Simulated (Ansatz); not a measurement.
## How Al(100) screens a field

Where does the screening charge of Al(100) sit?

Method: plane-wave DFT, r2SCAN, Ansatz PAW, in Ansatz 0.2.0.

This is a report of a sequence of runs, with most program output left out.

### Step 1. Starting point

The cell holds 6 atoms: 6 Al. Cell: a = 2.864 Å, b = 2.864 Å, c = 28.125 Å, α = 90.0°, β = 90.0°, γ = 90.0°. Vacuum lies along c.

As a file:

```cif
data_structure
_symmetry_space_group_name_H-M 'P 1'
_symmetry_Int_Tables_number 1
_cell_length_a 2.8638
_cell_length_b 2.8638
_cell_length_c 28.1250
_cell_angle_alpha 90.000
_cell_angle_beta 90.000
_cell_angle_gamma 90.000
_cell_volume 230.66
loop_
_atom_site_label
_atom_site_type_symbol
_atom_site_fract_x
_atom_site_fract_y
_atom_site_fract_z
_atom_site_occupancy
Al1 Al 0.50000 0.50000 0.32000 1
Al2 Al 0.00000 0.00000 0.39200 1
Al3 Al 0.50000 0.50000 0.46400 1
Al4 Al 0.00000 0.00000 0.53600 1
Al5 Al 0.50000 0.50000 0.60800 1
Al6 Al 0.00000 0.00000 0.68000 1
```

### Step 2. Single point, field 0

A sawtooth potential applies the field, turning back in the middle of the vacuum. With the dipole correction the typed value is the field outside the slab. The induced dipole is small, so the SCF threshold is tight.

Contents of input.yaml:

```yaml
crystal:
  lattice:
    - [2.8637824638, 0.0, 0.0]
    - [0.0, 2.8637824638, 0.0]
    - [0.0, 0.0, 28.125]
  atoms:
    - { symbol: Al, position: [0.5, 0.5, 0.32] }
    - { symbol: Al, position: [0.0, 0.0, 0.392] }
    - { symbol: Al, position: [0.5, 0.5, 0.464] }
    - { symbol: Al, position: [0.0, 0.0, 0.536] }
    - { symbol: Al, position: [0.5, 0.5, 0.608] }
    - { symbol: Al, position: [0.0, 0.0, 0.68] }
kpoints:
  mp_grid: { grid: [18, 18, 1] }
hamiltonian:
  xc: r2scan
scf:
  occupations: { method: fermi_dirac, width: 0.1 }
  convergence: { dr2_threshold: 1.0e-10 }
efield:
  axis: 3
  dipole_correction: true
  ramp_position: 0.97
  ramp_width: 0.06
  amplitude: 0
output:
  forces: true
  write_potential: true
  write_density: true
  volumetric_format: npy
```

Run with:

```
> ansatz run input.yaml --threads 2 --pin off --max-ram 3072MiB --backend cpu --events-out ev --progress --plain --runs-dir out
```

Run time: 16 s. Hardware: 2 threads of Intel Xeon 6975P-C (Granite Rapids), shared host; peak memory 0.99 GiB.

This step gave:

* energy at zero smearing: -3241.3203 eV
* work function, upper face: 4.345 eV
* dipole along the normal: 6.02e-8 e·Å

Running mean over 2.025 Å of the planar mean; the ramp of the sawtooth is left out. Table of electron's electrostatic potential energy less the Fermi level by z:

z (Å), electron's electrostatic potential energy less the Fermi level (eV) and a bar from the least value:
```
        4       4.35 ##############################
        5       4.34 ##############################
        6       4.28 ##############################
        7       3.55 ###########################
        8      -0.49 ##############
        9      -4.19 ##
       10      -4.60 
       11      -4.65 
       12      -4.63 
       13      -4.61 
       14      -4.60 
       15      -4.61 
       16      -4.63 
       17      -4.65 
       18      -4.62 
       19      -4.34 #
       20      -1.10 ############
       21       3.27 ##########################
       22       4.26 ##############################
       23       4.34 ##############################
       24       4.34 ##############################
       25       4.35 ##############################
```

Force by atom:

```csv
atom,x (eV/Å),y (eV/Å),z (eV/Å),size
Al1,0.0000,0.0000,0.0997,0.0997
Al2,0.0000,0.0000,0.0625,0.0625
Al3,0.0000,0.0000,0.0275,0.0275
Al4,0.0000,0.0000,-0.0275,0.0275
Al5,0.0000,0.0000,-0.0625,0.0625
Al6,0.0000,0.0000,-0.0997,0.0997
```

The work function of the upper face is 4.35 eV.

### Step 3. Atoms held, field 0.05 V/Å

input.yaml: that of step 2 with these lines changed.

```diff
@@ -24,3 +24,3 @@
   ramp_width: 0.06
-  amplitude: 0
+  amplitude: 0.05
 output:
```

Run time: 13 s. Hardware: 2 threads; peak memory 0.99 GiB; 25 s of CPU time.

The dipole is 0.0304 e·Å.

### Step 4. Single point, field -0.05 V/Å

input.yaml: that of step 3 with these lines changed.

```diff
@@ -24,3 +24,3 @@
   ramp_width: 0.06
-  amplitude: 0.05
+  amplitude: -0.05
 output:
```

Elapsed: 13 s, on 2 threads; peak memory 0.99 GiB.

The dipole is -0.0304 e·Å.

### Step 5. Atoms held, field 0.1 V/Å

input.yaml: that of step 4 with these lines changed.

```diff
@@ -24,3 +24,3 @@
   ramp_width: 0.06
-  amplitude: -0.05
+  amplitude: 0.1
 output:
```

Elapsed: 14 s, on 2 threads; peak memory 0.98 GiB.

The dipole is 0.0608 e·Å.

### Step 6. Atoms held, field -0.1 V/Å

input.yaml: that of step 5 with these lines changed.

```diff
@@ -24,3 +24,3 @@
   ramp_width: 0.06
-  amplitude: 0.1
+  amplitude: -0.1
 output:
```

The job ended after 13 s (2 threads; peak memory 0.99 GiB).

The dipole is -0.0608 e·Å.

### Step 7. Single point, field 0.2 V/Å

input.yaml: that of step 6 with these lines changed.

```diff
@@ -24,3 +24,3 @@
   ramp_width: 0.06
-  amplitude: -0.1
+  amplitude: 0.2
 output:
```

Run time: 14 s. Hardware: 2 threads; peak memory 0.99 GiB.

The dipole is 0.122 e·Å.

### Step 8. Single point, field -0.2 V/Å

input.yaml: that of step 7 with these lines changed.

```diff
@@ -24,3 +24,3 @@
   ramp_width: 0.06
-  amplitude: 0.2
+  amplitude: -0.2
 output:
```

Elapsed: 14 s, on 2 threads; peak memory 0.96 GiB; 28 s of CPU time.

The dipole is -0.122 e·Å.

### Step 9. Single point, field 0.4 V/Å

input.yaml: that of step 8 with these lines changed.

```diff
@@ -24,3 +24,3 @@
   ramp_width: 0.06
-  amplitude: -0.2
+  amplitude: 0.4
 output:
@@ -30 +30,2 @@
   volumetric_format: npy
+  elf: true
```

Wall time 15 s (2 threads); peak memory 0.99 GiB; 29 s of CPU time.

Running mean over 2.025 Å of the planar mean, with the applied field; the ramp of the sawtooth is left out. Table of electron's electrostatic potential energy less the Fermi level by z:

```csv
z (Å),electron's electrostatic potential energy less the Fermi level (eV)
3.5,2.82
4.0,3.02
4.5,3.22
5.0,3.41
5.5,3.60
6.0,3.74
6.5,3.75
7.0,3.34
7.5,1.81
8.0,-0.531
8.5,-2.83
9.0,-4.20
9.5,-4.53
10.0,-4.61
10.5,-4.64
11.0,-4.65
11.5,-4.64
12.0,-4.63
12.5,-4.62
13.0,-4.61
13.5,-4.60
14.0,-4.60
14.5,-4.60
15.0,-4.61
15.5,-4.62
16.0,-4.63
16.5,-4.64
17.0,-4.64
17.5,-4.64
18.0,-4.61
18.5,-4.55
19.0,-4.33
19.5,-3.29
20.0,-1.07
20.5,1.44
21.0,3.47
21.5,4.38
22.0,4.78
22.5,5.04
23.0,5.25
23.5,5.45
24.0,5.65
24.5,5.85
25.0,6.05
```

The dipole is 0.243 e·Å.

### Step 10. The response

This step: plane-wave DFT, r2SCAN, Ansatz PAW; screening of a field by a metal slab (Ansatz 0.2.0).

The dipoles give the slope, and the difference of two potentials shows where the field is screened.

Numbers from this step:

```yaml
equivalent_conductor_thickness_p_eps_0ae: 13.41 Å
distance_between_the_outer_atoms: 10.12 Å
inner_field_over_outer_field: 5.77e-4
image_plane_upper_face: 1.581 Å
induced_electrons_on_the_upper_face_over_eps_0e: -1.009
image_plane_lower_face: 1.581 Å
induced_electrons_on_the_lower_face_over_eps_0e: 1.009
```

Dipole of the cell against applied field:

```csv
applied field (V/Å),dipole of the cell (e·Å)
-0.200,-0.122
-0.100,-0.0608
-0.050,-0.0304
0.000,0
0.050,0.0304
0.100,0.0608
0.200,0.122
0.400,0.243
```

Local field over the applied field, running mean. From the potentials at -0.05 and 0.05 V/Å; running mean over 2.025 Å. Local field over applied field against z:

z (Å), local field over applied field and a bar from the least value:
```
      4.5      0.997 ##############################
      5.0      0.990 ##############################
      5.5      0.973 #############################
      6.0      0.931 ############################
      6.5      0.840 #########################
      7.0      0.679 ####################
      7.5      0.459 ##############
      8.0      0.243 #######
      8.5      0.088 ###
      9.0      0.009 
      9.5     -0.006 
     10.0      0.002 
     10.5      0.004 
     11.0      0.000 
     11.5      0.000 
     12.0      0.003 
     12.5      0.002 
     13.0      0.000 
     13.5      0.000 
     14.0      0.002 
     14.5      0.001 
     15.0     -0.001 
     15.5      0.001 
     16.0      0.003 
     16.5      0.001 
     17.0     -0.001 
     17.5      0.003 
     18.0      0.004 
     18.5     -0.005 
     19.0      0.000 
     19.5      0.061 ##
     20.0      0.197 ######
     20.5      0.402 ############
     21.0      0.628 ###################
     21.5      0.807 ########################
     22.0      0.914 ############################
     22.5      0.966 #############################
     23.0      0.988 ##############################
     23.5      0.996 ##############################
```

Electrons, planar mean, per unit field. Table of induced electron density by z:

```csv
z (Å),induced electron density (e/Å³ per V/Å)
4.5,1.9e-5
5.0,5.8e-5
5.5,1.7e-4
6.0,4.5e-4
6.5,0.00108
7.0,0.00220
7.5,0.00341
8.0,0.00335
8.5,9.6e-4
9.0,-8.1e-4
9.5,-1.5e-4
10.0,4.5e-4
10.5,-2.9e-5
11.0,-3.1e-4
11.5,1.1e-4
12.0,2.0e-4
12.5,-1.5e-4
13.0,-1.1e-4
13.5,1.8e-4
14.0,4.0e-5
14.5,-1.9e-4
15.0,3.0e-5
15.5,2.0e-4
16.0,-1.2e-4
16.5,-2.0e-4
17.0,2.4e-4
17.5,1.7e-4
18.0,-4.0e-4
18.5,-1.1e-4
19.0,7.9e-4
19.5,-2.5e-4
20.0,-0.00296
20.5,-0.00359
21.0,-0.00253
21.5,-0.00131
22.0,-5.6e-4
22.5,-2.2e-4
23.0,-7.6e-5
23.5,-2.6e-5
```

By hand: between -0.05 and 0.05 V/Å the dipole changes by 0.06078 e·Å, a slope of 0.6078 e·Å²/V. A perfect conductor of thickness t has p = ε₀AEt, so t = 180.95 × 0.6078 / 8.201 = 13.41 Å (e/ε₀ = 180.95 V·Å, A in Å²). Less the 10.12 Å between the outer atoms, and halved, that puts each image plane 1.64 Å out.

The induced dipole is that of a conductor 13.41 Å thick.

### Step 11. The same run with other settings

This step: plane-wave DFT, r2SCAN, Ansatz PAW (Ansatz 0.2.0).

An input spoilt on purpose, to show how the run answers: it repeats the earlier run at 0.05 V/Å with accuracy to [1, 2], and scf.max_iter set to 50.

input.yaml: that of step 9 with these lines changed.

```diff
@@ -19,2 +19,3 @@
   convergence: { dr2_threshold: 1.0e-10 }
+  max_iter: 50
 efield:
@@ -24,3 +25,3 @@
   ramp_width: 0.06
-  amplitude: 0.4
+  amplitude: 0.05
 output:
@@ -30,2 +31,2 @@
   volumetric_format: npy
-  elf: true
+accuracy: [1, 2]
```

It took 0.02 s on 2 threads; peak memory 0.035 GiB.

The input was rejected at the start.

The program's message: “Error: YAML parse error: error: line 32 column 11: expected string scalar”

The fault put into the input: a value of the wrong type.

### Step 12. A changed input: efield.amplitude = -0.1

Another changed input: it repeats the earlier run at 0.05 V/Å with efield.amplitude from 0.05 to -0.1.

input.yaml: that of step 11 with these lines changed.

```diff
@@ -19,3 +19,2 @@
   convergence: { dr2_threshold: 1.0e-10 }
-  max_iter: 50
 efield:
@@ -25,3 +24,3 @@
   ramp_width: 0.06
-  amplitude: 0.05
+  amplitude: -0.1
 output:
@@ -31,2 +30 @@
   volumetric_format: npy
-accuracy: [1, 2]
```

Wall time 13 s (2 threads); peak memory 0.97 GiB; 26 s of CPU time.

This step gave:

```
energy at zero smearing : -3241.3233 eV
dipole along the normal : -0.06078 e·Å
```

Force by atom:

```csv
atom,x (eV/Å),y (eV/Å),z (eV/Å),size
Al1,0.000,0.000,0.098,0.098
Al2,0.000,0.000,0.064,0.064
Al3,0.000,0.000,0.028,0.028
Al4,0.000,0.000,-0.027,0.027
Al5,0.000,0.000,-0.061,0.061
Al6,0.000,0.000,-0.101,0.101
```

```csv
quantity,this run,earlier run,difference
dipole along the normal (e·Å),-0.06078,0.03039,-0.091
```

The applied field differs, and the slope found earlier predicts a dipole of -0.0608 e·Å; this run gives -0.0608 e·Å, in line with it.

### Step 13. What came out

* work function: 4.35 eV
* image plane, upper face: 1.58 Å
* induced electrons on the upper face over ε₀E: -1.01
* equivalent conductor thickness p/(ε₀AE): 13.4 Å
* inner field over outer field: 5.8e-4

The induced charge has its centre 1.58 Å outside the outermost atoms; this is the plane from which a capacitor's gap or an image potential counts. The equivalent conductor thickness exceeds the distance between the outer atoms by 3.28 Å, about the sum of the two image-plane distances. In the middle of the slab the field is screened to under 0.5 % of its outer value. The atoms are held at bulk positions with the tabulated experimental lattice constant.

[Logs are printed without paths, hosts, clocks, repeated set-up lines and the standing remarks that a program may print on its own settings, such as how far it seeks lower states.]

[Hosts, paths, dates, database ids (printed as entryN), source tags and the programs' standing remarks are cut or masked in the printed files.]

[Maps of the electrostatic potential energy from Ansatz leave out the sawtooth potential of an applied field or a dipole correction, so their vacuum need not be flat; planar profiles and work functions include it.]
